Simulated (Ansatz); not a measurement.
# TiInSn in the AlB2 type: lattice stability ahead of a resistivity run, part 2 of 3

Question: is the lattice of TiInSn in the AlB2 type stable, and if so, what are its coupling constant and resistivity?

Ansatz 0.2.0; DFT PBEsol, scalar-relativistic, plane waves, PAW; PAW set soft_1.

So far. Step 3 (Relaxing cell and atoms): The largest force is now zero by symmetry and the largest stress component 0.0038 GPa. The relaxed cell has a = 4.985, c = 2.873 Å (conventional setting).

The structure was built from a prototype and need not be the compound's stable phase.

**4. Relaxing tightly for phonons**

No force is left; the cell is relaxed once more with another smearing and tight thresholds.

input.yaml reads:

```yaml
crystal:
  lattice:
    - [4.9851180093, 3.3709e-06, 0.0]
    - [-2.4925619239, 4.3172371515, 0.0]
    - [0.0, 0.0, 2.8726117098]
  atoms:
    - { symbol: Ti, position: [0.0, 0.0, 0.0] }
    - { symbol: Sn, position: [0.3333333333, 0.6666666667, 0.5] }
    - { symbol: In, position: [0.6666666667, 0.3333333333, 0.5] }
kpoints:
  mp_grid: { grid: [6, 6, 10] }
hamiltonian:
  xc: pbesol
  pseudopotentials: { kind: paw, azcp: { folder: soft_1 }, xc_functional: pbe }
scf:
  occupations: { method: methfessel_paxton, width: 0.2 }
output:
  forces: true
  stress: true
  eigenvalues: true
relax:
  adjacent_minimum: "off"
  f_tol: 0.001
  max_steps: 60
  cell: { stress_tol: 0.01 }
```

Launch:

```sh
ansatz run input.yaml --threads 4 --pin off --max-ram 12288MiB --backend cpu --events-out ev --progress --plain --runs-dir out
```

Numbers of over 12 decimals in the logs are rounded to 6 here.

The log of the run:

```text
[the first part of the log is left out]
  E_paw        = -9451.461130  (= ΣΔE_a)
  E_vpaw       = -774.572804  (= ΣTr[D̂ρ^β])
  E_aug_tail   = 0.000363  (compensation charges beyond the density's cutoff)
  E_ewald      = -3843.980612
  E_core_change = 0.660128  (= ΣΔE_core)
  E_smearing   = -0.005515  (= −TS)
  E_closure    = 0.000000  (closes the sum)
  Σ components = -13949.096322   (vs F -13949.096322, Δ=0.00e0)
[...]
--- Stress (GPa, compression-positive) ---
        0.000685       0.000000       0.000000
        0.000000       0.000685       0.000000
        0.000000       0.000000       0.004011
  P = ⅓ Tr σ = 0.0018 GPa (0.018 kbar)
--- Band table (eV; the first three rows and the last of 42) ---
[...]
--- Relaxed structure (3 steps of the walk, 3 accepted, 1 SCFs on fresh bases) ---
[...]
cell:  # Å, volume = 61.8445 Å³
    - [4.986304, 3.371681649641099e-6, 0]
    - [-2.493155, 4.318264, 0]
    - [0, 0, 2.872190]
  atoms:
    - { symbol: Ti, position: [0, 0, 0] }
    - { symbol: Sn, position: [0.333333, 0.666667, 0.500000] }
    - { symbol: In, position: [0.666667, 0.333333, 0.500000] }
```

Wall time 6.1 s (4 threads of Arm Neoverse V2, shared host); peak memory 0.45 GiB.

Little changed from the start: no atom moved by 0.005 Å and no cell edge by 0.1 %.

This step gave:

```yaml
pressure: 0.001794 GPa
```

The largest force is now zero by symmetry and the largest stress component 0.0040 GPa, small enough for phonons.

**5. Lattice stability: q 2×2×2, k 4×4×6**

Couplings are defined for a stable lattice alone, so phonons come first.

input.yaml reads:

```yaml
crystal:
  lattice:
    - [4.986303886, 3.3717e-06, 0.0]
    - [-2.4931548629, 4.3182641504, 0.0]
    - [0.0, 0.0, 2.8721901931]
  atoms:
    - { symbol: Ti, position: [0.0, 0.0, 0.0] }
    - { symbol: Sn, position: [0.3333333333, 0.6666666667, 0.5] }
    - { symbol: In, position: [0.6666666667, 0.3333333333, 0.5] }
kpoints:
  mp_grid: { grid: [4, 4, 6] }
hamiltonian:
  xc: pbesol
  pseudopotentials: { kind: paw, azcp: { folder: soft_1 }, xc_functional: pbe }
scf:
  occupations: { method: methfessel_paxton, width: 0.2 }
output:
  eigenvalues: true
phonons:
  method: dfpt
  qmesh: [2, 2, 2]
  temperatures: { t_max: 1000, t_step: 50 }
  qpath:
    path:
      - [[0.0, 0.0, 0.0], [0.5, 0.0, 0.0], [0.33333333, 0.33333333, 0.0], [0.0, 0.0, 0.0], [0.0, 0.0, 0.5], [0.5, 0.0, 0.5], [0.33333333, 0.33333333, 0.5], [0.0, 0.0, 0.5]]
      - [[0.5, 0.0, 0.5], [0.5, 0.0, 0.0]]
      - [[0.33333333, 0.33333333, 0.5], [0.33333333, 0.33333333, 0.0]]
    npoints: 10
```

The log of the run:

```text
[...]
Crystal: 3 atoms, lattice volume = 61.845 Å³
Basis set: ecut = 420 eV, 1251 PW (Γ), exchange–correlation on 72×72×40 points (8 copies of the dense FFT grid, shifted against one another)
Bands: 24, of which v1, the nominal top of the filled ones, is band 20 counted from 1 (19 counted from 0)
Symmetry: 12 space group operations
k-points: 16 of 96 (time reversal used)
[...]
SCF iter   1: F=—  HF=-13950.427909 eV  |F-HF|=—  |Δ(HF+E_count)|=         —  Δρ=6.73e-2  dr2=8.00e0  ethr=3.10e-3  ⟨swp⟩=5.2  Hψ=1549  notcnv=0
[...]
SCF iter  12: F=-13949.087475 eV  HF=-13949.087475 eV  |F-HF|=5.46e-12  |Δ(HF+E_count)|=  3.64e-12  S|Δr|=    0.00e0  Δρ=3.03e-8  dr2=4.62e-13  ethr=1.00e-12  ⟨swp⟩=5.5  Hψ=1513  notcnv=0
SCF 1 converged in 12 iterations: F = -13949.087475 eV  dr2 = 4.62e-13
[...]
phonons: the bands overlap, so this run is a metal and interpolates without the dipole-dipole term. If the crystal is really an insulator or semiconductor, its LO-TO splitting is missing
NSCF: frozen V_eff on 16 k-points
[...]
DFPT response loops at q = (0, 0, 0) (fractional): preconditioner auto → Kerker (q_TF=auto, 2.526 Å⁻¹) (partly filled bands, converged f_vac=0.000); β = 1.00, the filter's whole step (`scf.mixing.beta` (0.50) is not read by the response loops under this deck's `scf.mixing.preconditioner`; to damp them name `kerker` or `kerker_dos`, under which they read `scf.mixing.beta`, and type it under 1.00, their step now; both keys bind the ground state too); Broyden in place of MSR1
[...]
SCF converged after 12 iterations
Stability not checked: this state was not tested for a lower state beside it, because cold or Methfessel-Paxton smearing, or corrected tetrahedra, fill the levels in a way that the test cannot read (fill_not_monotonic; see scf.lower_state_search)
Free energy (F): -13949.087475 eV
[...]
Internal energy: -13949.070138 eV  (E = F + TS)
E sigma→0 (E₀):  -13949.083140 eV
Entropy (-TS):   -0.017336 eV (-5.779 meV/atom)
Fermi energy:    13.380756 eV
Step filling:    the computed levels leave a gap of 0.0111 eV = 0.1 smearing widths at the electron count; against every level under it full and every level over it empty, smearing changes F+E_penalty+E_count by -12.782 meV and its σ→0 estimate by -8.448 meV
[...]
--- Band table (eV; the first three rows and the last of 16) ---
  k-point 0: bands = [... 16 lower, 9.8856, 9.8856, 12.1837, 13.3084, 13.3084, 15.3047, 15.3047, 15.9778]
  k-point 1: bands = [... 16 lower, 10.4335, 10.4335, 12.7269, 13.0652, 13.0652, 15.7219, 15.7219, 15.9717]
  k-point 2: bands = [... 16 lower, 11.4390, 11.8991, 11.8991, 12.5950, 12.5950, 15.4092, 15.4349, 15.4349]
  k-point 15: bands = [... 16 lower, 9.4466, 11.0110, 11.3384, 13.7330, 14.0638, 14.3011, 14.8835, 14.9237]
--- Phonons (Γ-DFPT): 6 representative perturbations + reference (Σ response iterations 18) ---
  ASR residual: 5.221e-5 → 0.000e0 eV/Å²; symmetrization residual: 2.571e-5 eV/Å²
  ASR residual per site (eV/Å²): 1.66e-5 5.22e-5 9.20e-6
  Γ frequencies (cm⁻¹): 0.00 0.00 0.00 37.37 97.30 97.30 120.79 146.75 146.75
--- Phonons (arbitrary-q DFPT): 4 irreducible q on the 2×2×2 mesh ---
  q = [0.0000, 0.0000, 0.0000] (star 1, of the zone-centre solve; hermiticity 1.03e-5, symmetrization 3.69e-7): -0.00 0.00 0.00 37.37 97.30 97.30 120.79 146.75 146.75
  q = [0.0000, 0.0000, -0.5000] (star 1, 6 solved perturbations in 168 linear systems a pass and spin channel, the states on 40 of 96 k-point pairs; hermiticity 1.10e-6, symmetrization 2.97e-7): 53.92 53.92 81.78 147.29 147.29 167.79 178.18 178.18 192.93
[...]
sum rule: each row above includes the acoustic sum rule's correction from the zone centre's row sums; it moved no ω² by more than (0.35 cm⁻¹)²
  mesh force constants: q→R imaginary residual 1.66e-17; ASR residual 5.221e-5 → 0.000e0 eV/Å²; symmetrization residual 3.553e-15 eV/Å²
  interpolated dispersion: 93 rows × 9 modes
  density of states and harmonic sums: on the 14×14×22 q-mesh, interpolated from the force constants of a 2×2×2 supercell (no non-analytic term)
  largest difference from the sums on the solved wave vectors: F 1.61e-2 eV, S 3.37e-5 and C_V 1.76e-5 eV/K
  zero-point energy: 0.062498 eV/cell   skipped modes (ω ≤ 0): 147, of them read as no rigid motion or as one in doubt: 144 (5.448e-1 modes/cell left out, lowest -37.00 cm⁻¹)   left out of the sums: 6.06e-2 of the cell's modes: C_V's classical limit lies that fraction below 3 k_B per atom; for a crystal, a wire or a layer, F and S can be off by more, and a phonons.interpolated_qmesh denser along its periods is the remedy for the sampling
```

Elapsed: 43 s, on 4 threads; peak memory 0.6 GiB; 2.7 min of CPU time.

Numbers from this step:

```yaml
share_of_imaginary_modes_in_the_plain_interpolation_between_solved_wavevectors: 0.0569
highest_frequency_solved_or_plainly_interpolated: 203.3 cm⁻¹
```

Solved on the 2×2×2 mesh alone; all other wavevectors are interpolated. Phonon branches along the path, in cm⁻¹:

| point | branch 1 | branch 2 | branch 3 | branch 4 | branch 5 | branch 6 | branch 7 | branch 8 | branch 9 |
| --- | --- | --- | --- | --- | --- | --- | --- | --- | --- |
| Γ | 0 | 0 | 0 | 37 | 97 | 97 | 121 | 147 | 147 |
| halfway | -22 | 36 | 41 | 63 | 91 | 107 | 123 | 148 | 157 |
| M | 20 | 44 | 50 | 75 | 91 | 119 | 127 | 146 | 168 |
| halfway | 10 | 45 | 49 | 81 | 100 | 117 | 127 | 142 | 167 |
| K | 5 | 46 | 49 | 89 | 101 | 124 | 128 | 134 | 167 |
| halfway | -25 | 40 | 42 | 73 | 93 | 106 | 124 | 148 | 160 |
| Γ | 0 | 0 | 0 | 37 | 97 | 97 | 121 | 147 | 147 |
| halfway | 44 | 44 | 90 | 122 | 142 | 142 | 145 | 147 | 147 |
| A | 54 | 54 | 82 | 147 | 147 | 168 | 178 | 178 | 193 |
| halfway | 36 | 67 | 132 | 144 | 144 | 150 | 150 | 173 | 202 |
| L | -14 | 80 | 116 | 116 | 135 | 153 | 172 | 176 | 203 |
| halfway | -30 | 91 | 110 | 114 | 127 | 155 | 177 | 180 | 200 |
| H | -38 | 105 | 108 | 110 | 112 | 157 | 182 | 186 | 195 |
| halfway | 26 | 73 | 137 | 138 | 142 | 143 | 155 | 175 | 202 |
| A | 54 | 54 | 82 | 147 | 147 | 168 | 178 | 178 | 193 |
| jump to L | -14 | 80 | 116 | 116 | 135 | 153 | 172 | 176 | 203 |
| halfway | 11 | 85 | 93 | 95 | 128 | 138 | 153 | 162 | 164 |
| M | 20 | 44 | 50 | 75 | 91 | 119 | 127 | 146 | 168 |
| jump to H | -38 | 105 | 108 | 110 | 112 | 157 | 182 | 186 | 195 |
| halfway | -26 | 86 | 88 | 116 | 118 | 148 | 152 | 153 | 167 |
| K | 5 | 46 | 49 | 89 | 101 | 124 | 128 | 134 | 167 |

The phonon branches as a text plot (rows in cm⁻¹):

```
    198 |                        *************** *
    188 |                      **        **     * *      **
    178 |                     * **  ********** **  *     ***
    168 |    *******          ****** **    *  ***** *****  ******
    158 |  **       **       * *  * *  ******    ****    ***
    148 |*******   ********************     *****  * ****   **
    138 |       ***         **      ***     **   *****       ****
    128 |   *********     **       *** **  ***      * ***     ***
    118 |*** **** *  ****** *        ***  **           ** ****
    108 |  **      ***     *      *    ****      **  *   *    **
     98 |***   ***********              * *   *    **     **   **
     88 |   *** *****     ****** *     *   *   *   ******   *   *
     78 |    ***                *   ***     *   ***  ****    *
     68 |   *             *        *         *        *       *
     58 |            *          ***           ***     **       **
     48 |  ********** *  *  ****  *           *        **       *
     38 |****       *****  *       *         *
     28 | **          *  **
     18 |*    **       *            *                ****
      7 |*   *  **     * *           *             **
     -3 |*        *     *                   *     *             *
    -13 | *            *              *          *            **
    -23 |  **      ****                *   *                **
    -33 |                               ***              ***
         Γ    M  K      Γ       A     L  H     A|L     M|H      K
```

Lowest modes at the softest wavevector of the mesh. Modes at q = (0.500, 0.500, 0.500), with each element's share of the kinetic energy (negative means imaginary):

| mode | frequency (cm⁻¹) | Ti % | Sn % | In % |
| --- | --- | --- | --- | --- |
| 1 | -13.5 | 0 | 50 | 50 |
| 2 | 79.9 | 0 | 47 | 53 |
| 3 | 115.6 | 67 | 12 | 21 |
| 4 | 116.0 | 100 | 0 | 0 |
| 5 | 135.1 | 6 | 50 | 45 |
| 6 | 152.7 | 0 | 50 | 50 |

Displacements in mode 1 (-13.5 cm⁻¹), the largest set to 1, in the home cell:
```
Ti1  0.00  0.00  0.00
Sn2  0.56  0.97  0.00
In3 -0.58 -1.00  0.00
```

Displacements in mode 5 (135.1 cm⁻¹), the largest set to 1, in the home cell:
```
Ti1  0.00  0.00  0.61
Sn2 -1.00  0.58  0.00
In3  0.96 -0.56  0.00
```

Among the solved wavevectors the lowest mode, translations apart, is -13.5 cm⁻¹, imaginary.

[end of part 2 of 3]

[Logs are printed without paths, hosts, clocks, repeated set-up lines and the standing remarks that a program may print on its own settings, such as how far it seeks lower states.]

[Hosts, paths, dates, database ids (printed as entryN), source tags and the programs' standing remarks are cut or masked in the printed files.]
